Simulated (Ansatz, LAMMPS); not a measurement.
# Amorphous Si0.5Ge0.5 (72 atoms): relaxation and levels of theory

Which bonds does the relaxation leave, and how do the Kohn-Sham gap, forces and pressure change with functional?

Calculated with Ansatz 0.2.0: Kohn-Sham DFT, PBE, PAW (set soft_2), plane waves; cutoff 420 eV, Γ point, fermi-dirac smearing of 0.025 eV.

In doubt: a hybrid run on one k-point (Ansatz), which bears on gaps.

**The cell**

Density at the start: 3.78 g/cm³. The cell holds 72 atoms: 36 Si and 36 Ge. Cell: a = 11.679 Å, b = 11.679 Å, c = 11.679 Å, α = 90.0°, β = 90.0°, γ = 90.0°. 72 atoms (36 Si, 36 Ge) placed at random at 3.78 g/cm³, melted at 3500 K for 10 ps at fixed volume with the Tersoff potential (Tersoff, Phys. Rev. B 39, 5566 (1989)). Quenched from 3500 K to 300 K at 20 K/ps and fixed volume, annealed at 800 K for 20 ps, held 5 ps, then minimised at fixed cell.

Cell and atoms were relaxed with PBE. The walk converged after 17 steps by the program's count, with a largest force component of 0.0133 eV/Å; it began at an r.m.s. force component of 0.24 eV/Å. The edges went from 11.679, 11.679, 11.679 to 11.385, 11.823, 11.824 Å, and the volume from 22.123 to 22.045 Å³ an atom (-0.4 %).

The input of the reference single point:

```yaml
crystal:
  lattice:
    - [11.37726, -0.32106, -0.26077]
    - [-0.32106, 11.81842, -0.09892]
    - [-0.26077, -0.09892, 11.82049]
  atoms:
    - { symbol: Si, position: [0.0229, 0.39431, 0.59827] }
    - { symbol: Si, position: [0.36018, 0.04788, 0.94153] }
    - { symbol: Si, position: [0.67876, 0.11848, 0.3277] }
    - { symbol: Si, position: [0.10706, 0.78213, 0.28684] }
    [... 66 atom lines left out ...]
    - { symbol: Ge, position: [0.14634, 0.35262, 0.28022] }
    - { symbol: Ge, position: [0.58786, 0.52434, 0.07476] }
kpoints:
  mp_grid: { grid: [1, 1, 1] }
hamiltonian:
  xc: pbe
scf:
  occupations: { method: fermi_dirac, width: 0.025 }
output:
  forces: true
  stress: true
  populations: true
  dos:
    method: { smearing: { sigma: 0.08 } }
    de: 0.05
    projected: { site_lists: { Ge: [Ge], Si: [Si] } }
  eigenvalues: true
  write_density: true
  write_potential: true
  volumetric_format: npy
```

**Bonds after relaxation**

Bonds by pair of elements; cutoffs follow the first minimum of g(r), held within bounds set by covalent radii, and pairs that aren't listed don't count as bonded:

```
pair A-B  cutoff (Å)  bonds  mean length (Å)  spread (Å)  shortest (Å)  B about A  A about B
   Ge-Ge        2.93     40             2.54       0.089          2.42       2.22       2.22
   Ge-Si        2.83     63             2.46       0.065          2.37       1.75       1.75
   Si-Si        2.68     41             2.40       0.053          2.28       2.28       2.28
```

How many atoms have how many bonded neighbours:

```
element  mean  2  3   4  5
     Ge  3.97  1  2  30  3
     Si  4.03  0  0  35  1
```

**Levels of theory**

Single points at the relaxed geometry:

| functional | k-mesh | Kohn-Sham gap (eV) | pressure (GPa) | r.m.s. force component (eV/Å) | SCF cycles | time |
| --- | --- | --- | --- | --- | --- | --- |
| PBE | 1×1×1 | 0.312 | 0.01 | 0.004 | 11 | 28 s |
| HSE06 | 1×1×1 | 0.504 | -2.04 | 0.078 | 40 | 10 min |
| r2SCAN | 1×1×1 | 0.318 | -1.92 | 0.085 | 11 | 77 s |
| PBEsol | 1×1×1 | 0.305 | -2.34 | 0.032 | 11 | 29 s |

The gap is that between the highest filled and lowest empty Kohn-Sham level on the run's k-points. Cutoffs: 420 eV for PBE, HSE06 and PBEsol; 500 eV for r2SCAN. Times come from shared hosts and are rough.

**Findings**

By these cutoffs 83 % of Ge atoms have 4 and 97 % of Si atoms have 4 neighbours. The Kohn-Sham gap is 0.31 eV with PBE on the 1×1×1 mesh. On the 1×1×1 mesh HSE06 changes the gap by +0.19 eV against PBE. On the reference's mesh the gap changes with r2SCAN by +0.01 eV and PBEsol by -0.01 eV. Against the reference the pressure changes with HSE06 by -2.1 GPa, r2SCAN by -1.9 GPa and PBEsol by -2.4 GPa; a negative change means a smaller volume than PBE would take.

Limits: All single points share the geometry relaxed with PBE. One sample; tail or defect levels can set the gap of a disordered cell. The quench rate of 20 K/ps is many orders above laboratory rates, so the cell is likely richer in defects and strain than a real sample. The network of bonds at the start is that of the classical potential that made the cell, and needn't be the one that DFT or experiment would give. In some runs the program notes that the gap may close elsewhere in the zone, the exchange threshold is loose for the stress and the SCF threshold is loose for the stress. Spin–orbit coupling is left out; it splits the top valence bands of compounds with Ge, As, Se, Sb or Te and narrows their gaps.

[Logs are printed without paths, hosts, clocks, repeated set-up lines and the standing remarks that a program may print on its own settings, such as how far it seeks lower states.]

[Hosts, paths, dates, database ids (printed as entryN), source tags and the programs' standing remarks are cut or masked in the printed files.]
